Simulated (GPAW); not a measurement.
LiVO2 (P4/mmm), O K edge of atom 5, with 2 Li at 1.96 Å and 4 V at 2.14 Å (distorted octahedral, site symmetry 4/mmm). Method: GPAW, LDA + U (V 3 eV), full core hole (charged cell), 16-atom cell with 5.0 Å between holes, 4×4×3 k points, dipole transitions, Gaussian full width 0.9 eV up to 4 eV, rising linearly to 3.5 eV at 25 eV.

```xyz
8
Lattice="3.0295 3.0295 0.0000 0.0000 3.0295 3.9180 3.0295 0.0000 3.9180" Properties=species:S:1:pos:R:3 pbc="T T T"
V     1.5148    1.5148    1.9590
V     4.5443    4.5443    5.8770
O     1.5148    1.5148    0.0000
O     1.5148    1.5148    3.9180
O     3.0295    3.0295    1.9590
O     3.0295    3.0295    5.8770
Li    0.0000    0.0000    0.0000
Li    3.0295    3.0295    3.9180
```

Energy from the lowest empty level; a common scale on which the isotropic spectrum has a mean of 1 over the first 20 eV.

| E (eV) | curve 1 | curve 2 |
| --- | --- | --- |
| -2.0 | 0.00 | 0.00 |
| -1.5 | 0.00 | 0.00 |
| -1.0 | 0.00 | 0.00 |
| -0.5 | 0.00 | 0.00 |
| 0.0 | 0.01 | 0.03 |
| 0.5 | 0.05 | 0.11 |
| 1.0 | 0.26 | 0.19 |
| 1.5 | 1.09 | 0.10 |
| 2.0 | 2.34 | 0.06 |
| 2.5 | 2.22 | 0.34 |
| 3.0 | 2.00 | 1.11 |
| 3.5 | 1.89 | 0.94 |
| 4.0 | 1.71 | 0.18 |
| 4.5 | 1.85 | 0.01 |
| 5.0 | 1.12 | 0.03 |
| 5.5 | 0.42 | 0.10 |
| 6.0 | 0.46 | 0.25 |
| 6.5 | 0.82 | 0.49 |
| 7.0 | 1.11 | 0.75 |
| 7.5 | 1.25 | 0.87 |
| 8.0 | 1.33 | 0.87 |
| 8.5 | 1.41 | 0.95 |
| 9.0 | 1.53 | 1.20 |
| 9.5 | 1.70 | 1.48 |
| 10.0 | 1.85 | 1.86 |
| 10.5 | 1.84 | 2.36 |
| 11.0 | 1.66 | 2.78 |
| 11.5 | 1.44 | 2.96 |
| 12.0 | 1.23 | 3.02 |
| 12.5 | 1.03 | 2.96 |
| 13.0 | 0.88 | 2.61 |
| 13.5 | 0.73 | 1.94 |
| 14.0 | 0.60 | 1.26 |
| 14.5 | 0.49 | 0.83 |
| 15.0 | 0.45 | 0.66 |
| 15.5 | 0.47 | 0.63 |
| 16.0 | 0.52 | 0.61 |
| 16.5 | 0.56 | 0.57 |
| 17.0 | 0.56 | 0.51 |
| 17.5 | 0.52 | 0.44 |
| 18.0 | 0.45 | 0.37 |
| 18.5 | 0.39 | 0.32 |
| 19.0 | 0.34 | 0.28 |
| 19.5 | 0.33 | 0.25 |
| 20.0 | 0.32 | 0.22 |
| 20.5 | 0.33 | 0.19 |
| 21.0 | 0.34 | 0.18 |
| 21.5 | 0.36 | 0.18 |
| 22.0 | 0.37 | 0.19 |
| 22.5 | 0.39 | 0.21 |
| 23.0 | 0.41 | 0.23 |
| 23.5 | 0.43 | 0.25 |
| 24.0 | 0.45 | 0.27 |
| 24.5 | 0.47 | 0.29 |
| 25.0 | 0.49 | 0.31 |
| 25.5 | 0.52 | 0.34 |
| 26.0 | 0.57 | 0.38 |
| 26.5 | 0.65 | 0.44 |
| 27.0 | 0.76 | 0.52 |
| 27.5 | 0.93 | 0.63 |
| 28.0 | 1.13 | 0.78 |
| 28.5 | 1.37 | 0.97 |
| 29.0 | 1.61 | 1.20 |
| 29.5 | 1.82 | 1.45 |
| 30.0 | 1.99 | 1.68 |
| 30.5 | 2.08 | 1.84 |
| 31.0 | 2.08 | 1.90 |
| 31.5 | 1.98 | 1.83 |
| 32.0 | 1.80 | 1.64 |

Q: The curves are for the electric vector along different Cartesian axes of the cell as given, averaged over the symmetry-equivalent atoms. Which is which?

Curve 1: along x (⊥ c) (the other in-plane axis gives the same curve within 3 %), main maxima 2.2 eV (2.48), 4.4 eV (1.87) and 10.2 eV (1.87). Curve 2: along z (c), main maxima 1.0 eV (0.19), 3.2 eV (1.23) and 12.1 eV (3.02). A K edge sees empty p states; the first features are O p mixed into the empty d states of the V neighbours, and the broad ones above probably into the cations' higher empty bands. Each direction probes the empty orbitals that point along it. The hole lies in one spin channel, while the script sums the empty states of both and takes the lower zero; where the two channels are split, this blurs and shifts the curve. The crystal has 2 inequivalent O sites and not all are shown here, while a measurement adds them all.

[Banner, clock and machine lines of the logs are left out without a mark of their own.]

[Logs are printed without paths, hosts, clocks, repeated set-up lines and the standing remarks that a program may print on its own settings, such as how far it seeks lower states.]

[Hosts, paths, dates, database ids (printed as entryN), source tags and the programs' standing remarks are cut or masked in the printed files.]

[Lists of maxima count a maximum above −3 eV only where it reaches 4 % of the highest in the window and stands out from its surroundings by 2 % of it (1.5 % where it reaches 55 %); shoulders and weaker maxima are passed over, and of the rest the first, up to two pre-edge ones and the few strongest are named.]
